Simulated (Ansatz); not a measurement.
**LaBi (Fm-3m): phonons and vibrational spectra**

Aim: the phonons of LaBi (Fm-3m) at a cell relaxed beforehand at this level. After the zone centre comes a 4×4×4 q mesh on a 12×12×12 k mesh.

Program: Ansatz 0.2.0. Level of theory: DFT PBEsol, scalar-relativistic, plane waves, PAW; PAW set soft_1. Results are calculated unless marked as measured.

The database entry behind the starting cell differs from later determinations by our own check (about 0.2 % short), so it need not match the best structure at ambient conditions.

## Step 1: Set-up

The structure is cubic, space group Fm-3m (No. 225). Conventional cell: a = 6.557 Å, b = 6.557 Å, c = 6.557 Å, α = 90.00°, β = 90.00°, γ = 90.00°. Nearest to La lie 6 Bi at 3.28 Å. Nearest to Bi lie 6 La at 3.28 Å. Farther neighbours are not listed.

## Step 2: Linear response at the zone centre

The cell comes from relaxations at this level that are not shown. The zone centre comes first: it holds the modes that light can see, as far as symmetry allows. No field response is asked, since the mesh shows no gap.

File input.yaml:

```yaml
crystal:
  lattice:
    - [0.0, 3.2785190532, 3.2785190532]
    - [3.2785190532, 0.0, 3.2785190532]
    - [3.2785190532, 3.2785190532, 0.0]
  atoms:
    - { symbol: La, position: [0.0, 0.0, 0.0] }
    - { symbol: Bi, position: [0.5, 0.5, 0.5] }
kpoints:
  mp_grid: { grid: [12, 12, 12] }
hamiltonian:
  xc: pbesol
  pseudopotentials: { kind: paw, azcp: { folder: soft_1 }, xc_functional: pbe }
scf:
  occupations: { method: methfessel_paxton, width: 0.2 }
output:
  eigenvalues: true
phonons:
  method: dfpt
```

Command:

```
ansatz run input.yaml --threads 4 --pin off --max-ram 10240MiB --backend cpu --events-out ev --progress --plain --runs-dir out
```

Numbers of over 12 decimals in the logs are rounded to 6 here.

The program printed:

```text
Engine: ansatz 0.2.0, aarch64-unknown-linux-gnu
Pseudopotentials: kind: paw
Pseudopotential: La, paw, valence charge 11, recommended cutoff 420 eV (normal), soft_1/La.paw.azcp
Pseudopotential: Bi, paw, valence charge 15, recommended cutoff 420 eV (normal), soft_1/Bi.paw.azcp
Functional definition: PBEsol
  exchange = pbesol_x
  correlation = pbesol_c
Crystal: 2 atoms, lattice volume = 70.480 Å³
Basis set: ecut = 420 eV, 1411 PW (Γ), exchange–correlation on 64×64×64 points (8 copies of the dense FFT grid, shifted against one another)
Bands: 17, of which v1, the nominal top of the filled ones, is band 13 counted from 1 (12 counted from 0)
Symmetry: 48 space group operations
k-points: 163 of 1728 (irreducible under 8 space group operations, time reversal used)
Non-local potential: La, projectors of the file, l = 0: 3, l = 1: 2, l = 2: 2, l = 3: 3
Non-local potential: Bi, projectors of the file, l = 0: 2, l = 1: 2, l = 2: 2, l = 3: 1
PAW form: soft (Blöchl's): semilocal exchange-correlation on the pseudo side does not see the compensation charge
PAW frozen core: La, regenerated for the run's functional, and the local potential with it (the file was generated under x = pbe(κ = 0.804, μ = 0.219515), c = pbe(β = 0.066725))
PAW frozen core: Bi, regenerated for the run's functional, and the local potential with it (the file was generated under x = pbe(κ = 0.804, μ = 0.219515), c = pbe(β = 0.066725))
PAW one-centre angular grid: La, 590 points (default); XC on 64 Gauss nodes
PAW one-centre angular grid: Bi, 590 points (default); XC on 64 Gauss nodes
Initial density: superposition of atomic densities (chi_scale 0.1, normalization cell, long waves kept (reshape's long-wave potential 0.00 eV rms))
Initial wavefunctions: pseudopotential atomic-orbital guess
Functional: x = pbesol(κ = 0.804, μ = 0.123457), c = pbesol(β = 0.046)
SCF iter   1: F=—  HF=-18408.485802 eV  |F-HF|=—  |Δ(HF+E_count)|=         —  Δρ=3.19e-2  dr2=1.42e0  ethr=3.10e-3  ⟨swp⟩=5.0  Hψ=23792  notcnv=0
automatic band count: the SCF goes on with 21 bands, as 17 were too few: they end inside the smearing window of the response
preconditioner: auto → Kerker (q_TF=auto, 2.311 Å⁻¹)  [metal: Δε(μ)=0.126 eV  Ē_g=14.871 eV  σ=0.200 eV  W_gap=0.48  n_scr=14 (ndim 8)  ℏωp=21.7 eV  f_vac=0.000  D(μ)=0.42/eV (n_scr^D=0)]
SCF iter   2: F=—  HF=-18408.115501 eV  |F-HF|=—  |Δ(HF+E_count)|=   3.70e-1  S|Δr|=    0.00e0  Δρ=1.58e-2  dr2=2.56e-1  ethr=3.10e-3  ⟨swp⟩=3.6  Hψ=7940  notcnv=0  defer=187
preconditioner: auto → none  [insulator: Δε(μ)=0.152 eV  Ē_g=15.794 eV  σ=0.200 eV  W_gap=0.53  n_scr=14 (ndim 8)  ℏωp=21.7 eV  f_vac=0.000  D(μ)=0.29/eV (n_scr^D=0)  ε∞_Penn≈2.9]
SCF iter   3: F=—  HF=-18408.059576 eV  |F-HF|=—  |Δ(HF+E_count)|=   5.59e-2  S|Δr|=    0.00e0  Δρ=3.65e-3  dr2=1.15e-2  ethr=9.83e-4  ⟨swp⟩=2.0  Hψ=6312  notcnv=0  defer=188
SCF iter   4: F=—  HF=-18408.058842 eV  |F-HF|=—  |Δ(HF+E_count)|=   7.34e-4  S|Δr|=    0.00e0  Δρ=1.23e-3  dr2=1.13e-3  ethr=4.41e-5  ⟨swp⟩=2.0  Hψ=6485  notcnv=0  defer=188
SCF iter   5: F=—  HF=-18408.058589 eV  |F-HF|=—  |Δ(HF+E_count)|=   2.53e-4  S|Δr|=    0.00e0  Δρ=1.36e-4  dr2=6.87e-6  ethr=4.36e-6  ⟨swp⟩=2.0  Hψ=6120  notcnv=0  defer=188
SCF iter   6: F=—  HF=-18408.058588 eV  |F-HF|=—  |Δ(HF+E_count)|=   6.04e-7  S|Δr|=    0.00e0  Δρ=2.64e-5  dr2=2.81e-7  ethr=2.64e-8  ⟨swp⟩=2.0  Hψ=5376  notcnv=0  defer=188
SCF iter   7: F=—  HF=-18408.058591 eV  |F-HF|=—  |Δ(HF+E_count)|=   2.85e-6  S|Δr|=    0.00e0  Δρ=2.46e-6  dr2=3.96e-9  ethr=1.08e-9  ⟨swp⟩=2.0  Hψ=5366  notcnv=0  defer=187
SCF iter   8: F=—  HF=-18408.058591 eV  |F-HF|=—  |Δ(HF+E_count)|=   2.72e-9  S|Δr|=    0.00e0  Δρ=4.26e-7  dr2=9.77e-11  ethr=1.52e-11  ⟨swp⟩=2.1  Hψ=5396  notcnv=0  defer=187
SCF iter   9: F=—  HF=-18408.058591 eV  |F-HF|=—  |Δ(HF+E_count)|=  8.00e-11  S|Δr|=    0.00e0  Δρ=1.31e-7  dr2=1.04e-11  ethr=1.00e-12  ⟨swp⟩=11.2  Hψ=18404  notcnv=0
SCF iter  10: F=-18408.058591 eV  HF=-18408.058591 eV  |F-HF|=3.64e-12  |Δ(HF+E_count)|=  2.91e-11  S|Δr|=    0.00e0  Δρ=4.12e-8  dr2=9.10e-13  ethr=1.00e-12  ⟨swp⟩=5.0  Hψ=12491  notcnv=0
SCF 1 converged in 10 iterations: F = -18408.058591 eV  dr2 = 9.10e-13
  greatest PAW one-centre occupation: 0.986 electrons in one spin orbital (limit 2), on the Bi atom at site 1 (counted from 0), in its partial waves of l = 2
DFPT response loops at Γ: preconditioner auto → Kerker (q_TF=auto, 2.311 Å⁻¹) (partly filled bands, converged f_vac=0.000); β = 1.00, the filter's whole step (`scf.mixing.beta` (0.50) is not read by the response loops under this deck's `scf.mixing.preconditioner`; to damp them name `kerker` or `kerker_dos`, under which they read `scf.mixing.beta`, and type it under 1.00, their step now; both keys bind the ground state too); Broyden in place of MSR1
SCF converged after 10 iterations
Stability not checked: this state was not tested for a lower state beside it, because cold or Methfessel-Paxton smearing, or corrected tetrahedra, fill the levels in a way that the test cannot read (fill_not_monotonic; see scf.lower_state_search)
Free energy (F): -18408.058591 eV
Harris-Foulkes:  -18408.058591 eV  (|F-HF|=3.64e-12)
Internal energy: -18408.059778 eV  (E = F + TS)
E sigma→0 (E₀):  -18408.058888 eV
Entropy (-TS):   0.001187 eV (0.594 meV/atom)
Fermi energy:    10.183869 eV
Step filling:    the computed levels leave a gap of 0.0739 eV = 0.4 smearing widths at the electron count; against every level under it full and every level over it empty, smearing changes F+E_penalty+E_count by +0.297 meV and its σ→0 estimate by +2.91e-4 meV
--- Per-component energies (eV) ---
  E_band       = -144.557684
  E_kinetic    = 442.714033
  E_local      = -1724.472489  (includes V_loc(G=0)·N_el)
  E_nonlocal   = 499.052573
  E_hartree    = 643.937325
  E_xc         = -291.314589
  E_vxc        = -274.698934  (∫ρ·V_xc dr)
  E_paw        = -15841.498233  (= ΣΔE_a)
  E_vpaw       = -375.027765  (= ΣTr[D̂ρ^β])
  E_aug_tail   = 0.000207  (compensation charges beyond the density's cutoff)
  E_ewald      = -2136.737436
  E_core_change = 0.258830  (= ΣΔE_core)
  E_smearing   = 0.001187  (= −TS)
  E_closure    = 0.000000  (closes the sum)
  Σ components = -18408.058591   (vs F -18408.058591, Δ=0.00e0)
--- Band table (eV; the first three rows and the last of 163) ---
  k-point 0: bands = [... 9 lower, -0.3483, 10.4106, 10.4106, 10.4106, 11.3701, 11.3701, 11.3701, 11.9019, ... 4 higher]
  k-point 1: bands = [... 9 lower, -0.2815, 9.9190, 10.1583, 10.1583, 11.3844, 11.4510, 11.4510, 11.9850, ... 4 higher]
  k-point 2: bands = [... 9 lower, -0.0966, 9.0278, 9.6657, 9.6657, 11.3763, 11.6262, 11.6262, 12.1091, ... 4 higher]
  k-point 162: bands = [... 9 lower, 0.3305, 8.3638, 8.6959, 8.6959, 11.7442, 11.7442, 12.1159, 12.1159, ... 4 higher]
--- Phonons (Γ-DFPT): 2 representative perturbations + reference, on 163 of 1728 k-points (Σ response iterations 6) ---
  k mesh reduced under 8 symmetry operations, with k and −k counted as one. Each operation leaves every solved perturbation unchanged. A smaller set is not used because it would not reduce the number of displacements times k-points to solve
  ASR residual: 2.188e-5 → 0.000e0 eV/Å²; symmetrization residual: 2.834e-6 eV/Å²
  ASR residual per site (eV/Å²): 1.01e-5 2.19e-5
  Γ frequencies (cm⁻¹): 0.00 0.00 0.00 109.09 109.09 109.09
  non-analytic LO–TO correction: not included (Born effective charges unavailable; polar crystals: no LO–TO splitting at Γ)
```

It took 15 s on 4 threads of Arm Neoverse V2, shared host; peak memory 0.99 GiB.

Reading the cycles: dr2 is the Hartree energy of the density residual (eV), the measure of convergence; HF is the Harris–Foulkes estimate of the energy, which meets the free energy F at convergence.

Numbers from this step:

```
volume per atom                                         : 35.24 Å³
gap on the k-mesh                                       : 0 eV
sum-rule residual before enforcement                    : 2.19e-5 eV/Å²
point group                                             : m-3m
highest optical mode at the zone centre (no LO-TO term) : 109.1 cm⁻¹
lowest optical zone-centre mode                         : 109.1 cm⁻¹
```

Patterns of degenerate modes are one choice out of their space. The modes at Γ (shares of kinetic energy by element, %):

```
mode  frequency (cm⁻¹)  symmetry  La %  Bi %
   1               0.0  acoustic    40    60
   2               0.0  acoustic    40    60
   3               0.0  acoustic    40    60
   4             109.1       T1u    60    40
   5             109.1       T1u    60    40
   6             109.1       T1u    60    40
```

Displacements in mode 5 (109.1 cm⁻¹), the largest set to 1:
```
La1  1.00  0.00  0.00
Bi2 -0.66  0.00  0.00
```

Before it was imposed, the acoustic sum rule was missed by 2.2e-5 eV/Å². Small misses are needed for a sound result but don't prove that mesh and cutoff are converged. The lowest optical mode is real, 109 cm⁻¹.

(Continued in part 2 of 2.)

[Logs are printed without paths, hosts, clocks, repeated set-up lines and the standing remarks that a program may print on its own settings, such as how far it seeks lower states.]

[Hosts, paths, dates, database ids (printed as entryN), source tags and the programs' standing remarks are cut or masked in the printed files.]
